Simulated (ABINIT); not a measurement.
# BP (F-43m): Bethe-Salpeter spectra with ABINIT

Aim: the absorption spectrum of BP (F-43m) with electron-hole interaction, and what each part of the kernel does.

Method: PBE and many-body steps on it, plane waves, in ABINIT 10.8.3.

## (1) The structure

Symmetry: F-43m, No. 216, cubic system. The conventional cell has a = 4.538 Å, b = 4.538 Å, c = 4.538 Å, α = 90.00°, β = 90.00°, γ = 90.00°. Nearest to B lie 4 P at 1.97 Å. P has 4 B at 1.97 Å nearest. Farther neighbours are not listed.

The cell and positions come from the Crystallography Open Database and are kept as given unless a step says otherwise.

## (2) Empty states on the mesh, 6×6×6 mesh, 140 bands

This step: ABINIT 10.8.3; DFT, PBE, plane waves, norm-conserving pseudopotentials.

The sums over transitions need many empty states on a uniform mesh; this step solves for them.

run.abi

```
acell 3*1.0 Angstrom
rprim 
  0.000000000000 2.269000000000 2.269000000000
  2.269000000000 0.000000000000 2.269000000000
  2.269000000000 2.269000000000 0.000000000000
ntypat 2
znucl 5 15
natom 2
typat 1 2
xred 
  0.000000000000 0.000000000000 0.000000000000
  0.250000000000 0.250000000000 0.250000000000
pp_dirpath "pseudos"
pseudos "B.upf, P.upf"
ecut 34
ngkpt 6 6 6
nshiftk 1
shiftk 0 0 0
kptopt 1
chksymbreak 0
irdden 1
istwfk *1
nband 140
prtvol 0
optdriver 6
gwr_task "HDIAGO"
paral_kgb 0
occopt 1
indata_prefix "in"
outdata_prefix "out"
tmpdata_prefix "tmp"
```

Run with:

```console
OMP_NUM_THREADS=1 mpirun -n 4 abinit run.abi > log
```

The program printed:

```text
.Version 10.8.3 of ABINIT. v10.8.2 released Aug 2026.

 Symmetries : space group F-4 3 m (#216); Bravais cF (face-center cubic)
[... echo of the input left out ...]
== DATASET  1 ==================================================================
-   mpi_nproc: 4, omp_nthreads: 1 (-1 if OMP is not activated)

--- !DatasetInfo
iteration_state: {dtset: 1, }
dimensions: {natom: 2, nkpt: 16, mband: 140, nsppol: 1, nspinor: 1, nspden: 1, mpw: 1524, }
cutoff_energies: {ecut:  34.0, pawecutdg:  -1.0, }
[...]
Indirect band gap semiconductor
 Fundamental gap:     1.347 (eV)
   VBM:     7.266 (eV) at k: [ 0.0000E+00,  0.0000E+00,  0.0000E+00]
   CBM:     8.613 (eV) at k: [ 5.0000E-01,  5.0000E-01,  0.0000E+00]
 Direct gap:         3.407 (eV) at k: [ 0.0000E+00,  0.0000E+00,  0.0000E+00]

== END DATASET(S) ==============================================================
================================================================================

 -outvars: echo values of variables after computation  --------
           etotal      0.0000000000E+00
            nband         140
             nkpt          16
          spgroup         216
 [... the other variables as echoed above ...]

 Calculation completed.
```

Wall time 11 s (4 MPI ranks of Intel Xeon Platinum 8488C (Sapphire Rapids), shared host); peak memory 0.76 GiB.

This step gave:

```
gap                                                           : 1.347 eV
k of the valence top                                          : 0, 0, 0
k of the conduction bottom                                    : 0.5, 0.5, 0
least direct gap                                              : 3.407 eV
k points computed                                             : 16
lowest point of the top converged band, above the valence top : 159.3454 eV
```

On this mesh the gap is 1.347 eV.

The density comes from a self-consistent run that is not shown.

## (3) Screening, 6×6×6 mesh, 132 bands, screening to 239.5 eV

The RPA dielectric matrix is built and inverted for each q.

This step: RPA screening on PBE, plane waves, norm-conserving pseudopotentials.

run.abi, as its differences from that of step 2:

```diff
@@ -20,10 +20,11 @@
 chksymbreak 0
-irdden 1
 istwfk *1
-nband 140
-prtvol 0
-optdriver 6
-gwr_task "HDIAGO"
-paral_kgb 0
 occopt 1
+irdwfk 1
+optdriver 3
+nband 132
+ecuteps 8.8
+inclvkb 2
+awtr 1
+symchi 1
 indata_prefix "in"
```

The program printed:

```text
.Version 10.8.3 of ABINIT. v10.8.2 released Aug 2026.

 Symmetries : space group F-4 3 m (#216); Bravais cF (face-center cubic)
[... echo of the input left out ...]
== DATASET  1 ==================================================================
-   mpi_nproc: 4, omp_nthreads: 1 (-1 if OMP is not activated)

--- !DatasetInfo
iteration_state: {dtset: 1, }
dimensions: {natom: 2, nkpt: 16, mband: 132, nsppol: 1, nspinor: 1, nspden: 1, mpw: 1524, }
cutoff_energies: {ecut:  34.0, pawecutdg:  -1.0, }
[...]
--------------------------------------------------------------------------------
[... chi0 elements left out ...]
 For q-point:  0.000010 0.000020 0.000030
  dielectric constant =   9.7381
  dielectric constant without local fields =  10.6502

  Average fulfillment of the sum rule on Im[epsilon] for q-point    1 :     93.34  [%]
[... wings left out ...]
  q-point number  2        q = ( 0.166667, 0.000000, 0.000000) [r.l.u.]
--------------------------------------------------------------------------------
[... chi0 elements left out ...]
  Average fulfillment of the sum rule on Im[epsilon] for q-point    2 :     95.40  [%]

 [... 14 further q-points ...]
```

Elapsed: 66 s, on 4 MPI ranks; peak memory 0.92 GiB; 4.4 min of CPU time.

This step gave:

```
ε∞ with local fields, on this mesh, along the program's q direction : 9.738
the same without local fields                                       : 10.65
plasma frequency                                                    : 21.73 eV
plane waves in the screening matrix                                 : 181
```

Local fields lower ε∞ by 9 %.

## (4) Self-energy, 6×6×6 mesh, 132 bands, screening to 239.5 eV

The self-energy is evaluated for the states that the input lists, and the levels follow from it, in one-shot runs by the linearised quasiparticle equation.

This step: G0W0 on PBE, plane waves, norm-conserving pseudopotentials.

run.abi, as its differences from that of step 3:

```diff
@@ -23,8 +23,17 @@
 irdwfk 1
-optdriver 3
+optdriver 4
 nband 132
+gwcalctyp 0
+ecutsigx 34
+symsigma 1
+nkptgw 2
+kptgw 
+  0.0000000000 0.0000000000 0.0000000000
+  0.5000000000 0.5000000000 0.0000000000
+bdgw 
+  2 7
+  3 6
 ecuteps 8.8
-inclvkb 2
-awtr 1
-symchi 1
+irdscr 1
+ppmodel 1
 indata_prefix "in"
```

The program printed:

```text
.Version 10.8.3 of ABINIT. v10.8.2 released Aug 2026.

 Symmetries : space group F-4 3 m (#216); Bravais cF (face-center cubic)
[... echo of the input left out ...]
== DATASET  1 ==================================================================
-   mpi_nproc: 4, omp_nthreads: 1 (-1 if OMP is not activated)

--- !DatasetInfo
iteration_state: {dtset: 1, }
dimensions: {natom: 2, nkpt: 16, mband: 132, nsppol: 1, nspinor: 1, nspden: 1, mpw: 1524, }
cutoff_energies: {ecut:  34.0, pawecutdg:  -1.0, }
[...]
Band     E0 <VxcDFT>   SigX SigC(E0)      Z dSigC/dE  Sig(E)    E-E0       E
[...]
5   8.613 -10.826  -6.523  -4.217   0.805  -0.243 -10.757   0.069   8.682
        6   8.933 -10.680  -6.271  -4.257   0.809  -0.236 -10.557   0.123   9.056

== END DATASET(S) ==============================================================
================================================================================

 -outvars: echo values of variables after computation  --------
           etotal      0.0000000000E+00
            nband         132
             nkpt          16
          spgroup         216
 [... the other variables as echoed above ...]

 Calculation completed.
```

Run time: 15 s. Hardware: 4 MPI ranks; peak memory 0.95 GiB.

Numbers from this step:

```
G0W0 gap on the points computed              : 2.063 eV
starting gap on the mesh                     : 1.347 eV
k of the valence top                         : 0, 0, 0
k of the conduction bottom                   : 0.5, 0.5, 0
least direct G0W0 gap on the computed points : 4.280 eV
```

The gap on the mesh goes from 1.35 eV to 2.06 eV, a correction of +0.72 eV.

The gap opens by 0.716 eV; the next steps shift the empty bands rigidly by 0.716 eV. The least direct G0W0 gap is 4.280 eV, so this shift leaves the direct transitions −0.16 eV off.

## (5) Excitons

Optical absorption needs the electron-hole interaction, solved here in a basis of vertical transitions on the mesh.

This step: Bethe-Salpeter equation on PBE with a scissors shift, plane waves, norm-conserving pseudopotentials.

run.abi, as its differences from that of step 4:

```diff
@@ -23,17 +23,17 @@
 irdwfk 1
-optdriver 4
-nband 132
-gwcalctyp 0
-ecutsigx 34
-symsigma 1
-nkptgw 2
-kptgw 
-  0.0000000000 0.0000000000 0.0000000000
-  0.5000000000 0.5000000000 0.0000000000
-bdgw 
-  2 7
-  3 6
-ecuteps 8.8
+optdriver 99
+bs_calctype 1
+mbpt_sciss 0.716 eV
+bs_loband 2
+nband 7
+bs_exchange_term 1
+bs_coulomb_term 11
+bs_coupling 0
+bs_algorithm 1
+bs_freq_mesh 0 10 0.1 eV
+zcut 0.15 eV
+ecuteps 4
+ecutwfn 17
+inclvkb 2
 irdscr 1
-ppmodel 1
 indata_prefix "in"
```

The program printed:

```text
.Version 10.8.3 of ABINIT. v10.8.2 released Aug 2026.

 Symmetries : space group F-4 3 m (#216); Bravais cF (face-center cubic)
[... echo of the input left out ...]
== DATASET  1 ==================================================================
-   mpi_nproc: 4, omp_nthreads: 1 (-1 if OMP is not activated)

--- !DatasetInfo
iteration_state: {dtset: 1, }
dimensions: {natom: 2, nkpt: 16, mband: 7, nsppol: 1, nspinor: 1, nspden: 1, mpw: 544, }
cutoff_energies: {ecut:  17.0, pawecutdg:  -1.0, }
electrons: {nelect:   8.00000000E+00, charge:   0.00000000E+00, occopt:   1.00000000E+00, tsmear:   1.00000000E-02, }

 Exciton: Calculation of dielectric properties by solving the Bethe-Salpeter equation
 in frequency domain and reciprocal space on a transitions basis set.
 Based on a program developed by L. Reining, V. Olevano, F. Sottile,
 S. Albrecht, and G. Onida. Incorporated in ABINIT by M. Giantomassi.

.Using double precision arithmetic ; gwpc =  8

[... cell and pseudopotentials left out ...]
--------------------------------------------------------------------------------

 ==== K-mesh for the wavefunctions ====
 Number of points in the irreducible wedge :    16
[... list of points left out ...]
 Together with 24 symmetry operations and time-reversal symmetry
 yields   216 points in the full Brillouin Zone.

 ==== Q-mesh for the screening function ====
 Number of points in the irreducible wedge :    16
[... list of points left out ...]
 Together with 24 symmetry operations and time-reversal symmetry
 yields   216 points in the full Brillouin Zone.

 vcoul_init : cutoff-mode = AUXILIARY_FUNCTION
 q-points for optical limit:   1
     1)      0.000010    0.000020    0.000030
 setmesh: FFT mesh size selected  =    15x   15x   15
          total number of points  =         3375

 ==== Fundamental parameters for the solution of the Bethe-Salpeter equation: ====
 Algorithm: Direct diagonalization.
 Dimension of the v, W matrices,  npweps  = 59
 Cutoff for the wavefunctions,    npwwfn  = 531
 Number of k-points in the IBZ,   nkibz   = 16
 Highest empty band included,     nband   = 7
 === Spin UP ===
 Number of resonant transitions          1944
 Lowest occupied state                   2
 Highest occupied state                  4
 Lowest unoccupied state                 5
 Highest unoccupied state                7
 Minimum frequency [eV]           Emin    =   0.00
 Maximum frequency [eV]           Emax    =  10.00
 Frequency step [eV]              dE      =   0.10
 Lorentzian broadening [eV]       eta     =   0.15
 RPA L0 with KS energies and KS wavefunctions
 Scissors operator energy [eV] =          0.72
 Local fields effects (v term) included
 Excitonic effects (W term) included
 Full W_GG' included
 W is read from an external SCR file
 Resonant-only calculation (Hermitian case)

 Calculating epsilon_Macro(q-->0,w), along the following directions:
 q = (  0.787994  0.000000  0.000000) [r.l.u.]
 q = (  0.000000  0.787994  0.000000) [r.l.u.]
 q = (  0.000000  0.000000  0.787994) [r.l.u.]
 q = (  0.000000  0.682423  0.682423) [r.l.u.]
 q = (  0.682423  0.000000  0.682423) [r.l.u.]
 q = (  0.682423  0.682423  0.000000) [r.l.u.]
 Number of electrons calculated from density =    7.9995; Expected =    8.0000
 average of density, n =  0.050738
 r_s =    1.6757
 omega_plasma =   21.7281 [eV]

. Writing resonant excitonic Hamiltonian on file out_BSR; file size=   0.03 [Gb].
 Direct diagonalization of the resonant excitonic Hamiltonian, Matrix size= 1944
. Using LAPACK sequential version.
 Excitonic eigenvalues in eV up to n=   32
   3.87151   3.87302   3.87375   3.87460   3.87495   3.87689   3.88394   3.88476
   3.89343   4.63683   4.63704   4.63708   4.63846   4.63850   4.63874   4.64901
   4.64907   4.64914   4.65332   4.65338   4.65347   4.85499   4.85500   4.85562
   4.85567   4.85569   4.87792   5.13993   5.14052   5.14142   5.14228   5.14335

 First excitonic eigenvalue=    3.87 [eV]
 Last  excitonic eigenvalue=   21.13 [eV]

 GW  direct gap       4.12  0.00 [eV]
 EXC direct gap       3.87  0.00 [eV]
 EXC binding energy   0.25  0.00 [eV]

 Excitonic eigenvalues up to the GW energy gap [eV]
  1 (  3.87  0.00)
  2 (  3.87  0.00)
  3 (  3.87  0.00)
  4 (  3.87  0.00)
  5 (  3.87  0.00)
  6 (  3.88  0.00)
  7 (  3.88  0.00)
  8 (  3.88  0.00)
  9 (  3.89  0.00)

 Macroscopic dielectric function:
 omega [eV] <KS_RPA_nlf>  <GW_RPA_nlf>  <BSE>
   0.0000  10.1831   0.0000   9.1434   0.0000   9.9461   0.0000
   0.1000  10.1862   0.0094   9.1455   0.0063   9.9489   0.0085
   0.2000  10.1956   0.0188   9.1518   0.0126   9.9574   0.0171
   0.3000  10.2112   0.0283   9.1623   0.0190   9.9716   0.0257
   0.4000  10.2331   0.0379   9.1771   0.0255   9.9916   0.0344
   0.5000  10.2616   0.0477   9.1962   0.0320  10.0174   0.0433
   0.6000  10.2966   0.0578   9.2197   0.0387  10.0493   0.0524
   0.7000  10.3384   0.0682   9.2476   0.0455  10.0872   0.0618
   0.8000  10.3873   0.0790   9.2802   0.0525  10.1314   0.0714
   0.9000  10.4434   0.0902   9.3174   0.0596  10.1822   0.0814

 Writing KS-RPA macroscopic dielectric function without local fields to file: out_RPA_NLF_MDF
 Writing GW-RPA macroscopic dielectric function without local fields to file: out_GW_NLF_MDF
 Writing EXC Macroscopic dielectric function to file: out_EXC_MDF

== END DATASET(S) ==============================================================
================================================================================

 -outvars: echo values of variables after computation  --------
           etotal      0.0000000000E+00
            nband           7
             nkpt          16
          spgroup         216
 [... the other variables as echoed above ...]

 Calculation completed.
```

The job ended after 42 s (4 MPI ranks; peak memory 0.36 GiB; 2.8 min of CPU time).

This step gave:

```
direct gap of the transition levels                            : 4.122 eV
transitions in the window                                      : 1944
first strong exciton (over a fiftieth of the strongest listed) : 3.874 eV
lowest state                                                   : 3.872 eV
binding of the lowest state below the direct gap               : 0.2510 eV
Coulomb term of one mesh cell                                  : 0.2448 eV
```

The binding is 1.0 times the screened Coulomb term of one mesh cell (0.24 eV), so it is not shown settled.

The lowest state lies at 3.872 eV, 0.251 eV under the direct gap.

Lines within 3 meV are set at the lowest of them, and the highest group, which the list may cut short, is left out. Exciton lines, with heights relative to the strongest:

| position (eV) | lines merged | oscillator strength, relative |
| --- | --- | --- |
| 3.872 | 6 | 55 |
| 3.884 | 2 | 2.1 |
| 3.893 | 1 | 0.0 |
| 4.637 | 6 | 100 |

Mean over the three Cartesian directions of q; broadening 0.15 eV; transition window only. Limits: finite bands, cutoff and mesh; exciton not shown settled in the k mesh. Table of ε₂ by photon energy; read off at these points:

| photon energy (eV) | BSE | no electron-hole interaction | Kohn-Sham, no shift |
| --- | --- | --- | --- |
| 0.00 | 0 | 0 | 0 |
| 0.30 | 0.0257 | 0.019 | 0.0283 |
| 0.50 | 0.0435 | 0.032 | 0.0477 |
| 0.80 | 0.0716 | 0.0525 | 0.079 |
| 1.10 | 0.103 | 0.0748 | 0.114 |
| 1.40 | 0.139 | 0.0999 | 0.156 |
| 1.60 | 0.167 | 0.119 | 0.189 |
| 1.90 | 0.218 | 0.152 | 0.251 |
| 2.20 | 0.285 | 0.193 | 0.338 |
| 2.40 | 0.343 | 0.227 | 0.421 |
| 2.70 | 0.464 | 0.292 | 0.629 |
| 3.00 | 0.666 | 0.387 | 1.16 |
| 3.20 | 0.903 | 0.482 | 2.45 |
| 3.50 | 1.80 | 0.738 | 4.73 |
| 3.80 | 7.11 | 1.52 | 2.77 |
| 3.90 | 8.63 | 2.28 | 3.41 |
| 4.10 | 4.38 | 5.85 | 8.00 |
| 4.30 | 4.56 | 3.39 | 7.61 |
| 4.60 | 15.6 | 3.27 | 10.9 |
| 4.90 | 11.4 | 9.87 | 19.1 |
| 5.10 | 23.5 | 6.61 | 16.2 |
| 5.30 | 28.7 | 10.2 | 26.6 |
| 5.40 | 28.4 | 14.2 | 40.5 |
| 5.70 | 38.2 | 19.1 | 49.5 |
| 5.80 | 49.2 | 16.4 | 48.0 |
| 5.90 | 45.4 | 17.4 | 40.7 |
| 6.20 | 31.6 | 50.2 | 13.6 |
| 6.50 | 12.3 | 48.1 | 11.4 |
| 6.80 | 9.60 | 17.2 | 7.59 |
| 7.00 | 6.89 | 14.3 | 4.84 |
| 7.30 | 5.43 | 9.22 | 4.27 |
| 7.60 | 3.41 | 6.67 | 4.11 |
| 7.80 | 3.17 | 4.37 | 4.51 |
| 8.10 | 3.21 | 3.61 | 3.29 |
| 8.40 | 2.89 | 4.81 | 3.81 |
| 8.60 | 2.61 | 3.87 | 5.05 |
| 8.90 | 3.41 | 3.22 | 7.08 |
| 9.20 | 5.99 | 4.55 | 6.33 |
| 9.50 | 6.42 | 7.25 | 4.68 |
| 9.70 | 5.51 | 7.62 | 7.48 |
| 10.00 | 4.58 | 5.71 | 5.93 |

## (6) Triplet (no exchange term)

run.abi, as its differences from that of step 5:

```diff
@@ -28,3 +28,3 @@
 nband 7
-bs_exchange_term 1
+bs_exchange_term 0
 bs_coulomb_term 11
@@ -32,3 +32,3 @@
 bs_algorithm 1
-bs_freq_mesh 0 10 0.1 eV
+bs_freq_mesh 0 8 0.05 eV
 zcut 0.15 eV
```

The program printed:

```text
.Version 10.8.3 of ABINIT. v10.8.2 released Aug 2026.

 Symmetries : space group F-4 3 m (#216); Bravais cF (face-center cubic)
[... echo of the input left out ...]
== DATASET  1 ==================================================================
-   mpi_nproc: 4, omp_nthreads: 1 (-1 if OMP is not activated)

--- !DatasetInfo
iteration_state: {dtset: 1, }
dimensions: {natom: 2, nkpt: 16, mband: 7, nsppol: 1, nspinor: 1, nspden: 1, mpw: 544, }
cutoff_energies: {ecut:  17.0, pawecutdg:  -1.0, }
electrons: {nelect:   8.00000000E+00, charge:   0.00000000E+00, occopt:   1.00000000E+00, tsmear:   1.00000000E-02, }

 Exciton: Calculation of dielectric properties by solving the Bethe-Salpeter equation
 in frequency domain and reciprocal space on a transitions basis set.
 Based on a program developed by L. Reining, V. Olevano, F. Sottile,
 S. Albrecht, and G. Onida. Incorporated in ABINIT by M. Giantomassi.

.Using double precision arithmetic ; gwpc =  8

[... cell and pseudopotentials left out ...]
--------------------------------------------------------------------------------

 ==== K-mesh for the wavefunctions ====
 Number of points in the irreducible wedge :    16
[... list of points left out ...]
 Together with 24 symmetry operations and time-reversal symmetry
 yields   216 points in the full Brillouin Zone.

 ==== Q-mesh for the screening function ====
 Number of points in the irreducible wedge :    16
[... list of points left out ...]
 Together with 24 symmetry operations and time-reversal symmetry
 yields   216 points in the full Brillouin Zone.

 vcoul_init : cutoff-mode = AUXILIARY_FUNCTION
 q-points for optical limit:   1
     1)      0.000010    0.000020    0.000030
 setmesh: FFT mesh size selected  =    15x   15x   15
[...]
average of density, n =  0.050738
 r_s =    1.6757
 omega_plasma =   21.7281 [eV]

. Writing resonant excitonic Hamiltonian on file out_BSR; file size=   0.03 [Gb].
 Direct diagonalization of the resonant excitonic Hamiltonian, Matrix size= 1944
. Using LAPACK sequential version.
 Excitonic eigenvalues in eV up to n=   32
   3.86377   3.86527   3.86548   3.86594   3.86689   3.86721   3.86861   3.86928
   3.87041   4.62469   4.62541   4.62545   4.62794   4.62800   4.62864   4.63749
   4.63757   4.63764   4.64900   4.64905   4.64913   4.81945   4.82523   4.82527
   4.85232   4.85234   4.85234   5.12244   5.12293   5.12428   5.12471   5.12651

 First excitonic eigenvalue=    3.86 [eV]
 Last  excitonic eigenvalue=   21.12 [eV]

 GW  direct gap       4.12  0.00 [eV]
 EXC direct gap       3.86  0.00 [eV]
 EXC binding energy   0.26  0.00 [eV]

 Excitonic eigenvalues up to the GW energy gap [eV]
  1 (  3.86  0.00)
  2 (  3.87  0.00)
  3 (  3.87  0.00)
[...]
8 (  3.87  0.00)
  9 (  3.87  0.00)

 Macroscopic dielectric function:
 omega [eV] <KS_RPA_nlf>  <GW_RPA_nlf>  <BSE>
   0.0000  10.1831   0.0000   9.1434   0.0000  10.4146   0.0000
   0.0500  10.1839   0.0047   9.1439   0.0032  10.4154   0.0048
   0.1000  10.1862   0.0094   9.1455   0.0063  10.4179   0.0097
[...]
0.4000  10.2331   0.0379   9.1771   0.0255  10.4662   0.0391
   0.4500  10.2465   0.0428   9.1861   0.0287  10.4801   0.0441

 Writing KS-RPA macroscopic dielectric function without local fields to file: out_RPA_NLF_MDF
 Writing GW-RPA macroscopic dielectric function without local fields to file: out_GW_NLF_MDF
 Writing EXC Macroscopic dielectric function to file: out_EXC_MDF

== END DATASET(S) ==============================================================
================================================================================

 -outvars: echo values of variables after computation  --------
           etotal      0.0000000000E+00
            nband           7
             nkpt          16
          spgroup         216
 [... the other variables as echoed above ...]

 Calculation completed.
```

Run time: 45 s. Hardware: 4 MPI ranks; peak memory 0.36 GiB; 3 min of CPU time.

The lowest triplet lies at 3.864 eV; triplets are dark, so no spectrum is read.

(Continued in part 2 of 3.)

[Paths, hosts, dates, memory and timing lines, banners, echoed tables and standing remarks are left out of the program output.]

[Logs are printed without paths, hosts, clocks, repeated set-up lines and the standing remarks that a program may print on its own settings, such as how far it seeks lower states.]

[Runs of the session that timed out or met a known fault of the program may be left out.]

[No measured gap is set beside runs whose start may be inverted or whose files or cutoffs have a known fault.]

[Hosts, paths, dates, database ids (printed as entryN), source tags and the programs' standing remarks are cut or masked in the printed files.]

[G0W0 gaps are taken among the corrected bands and points alone; a level outside them can change the order at an edge.]

[Where Ansatz stands beside ABINIT at settings called matched, ABINIT's density can come from a denser mesh and the files from another edition; pairs whose starting gaps differed by over 0.03 eV were left out, so agreement reads better than it is.]
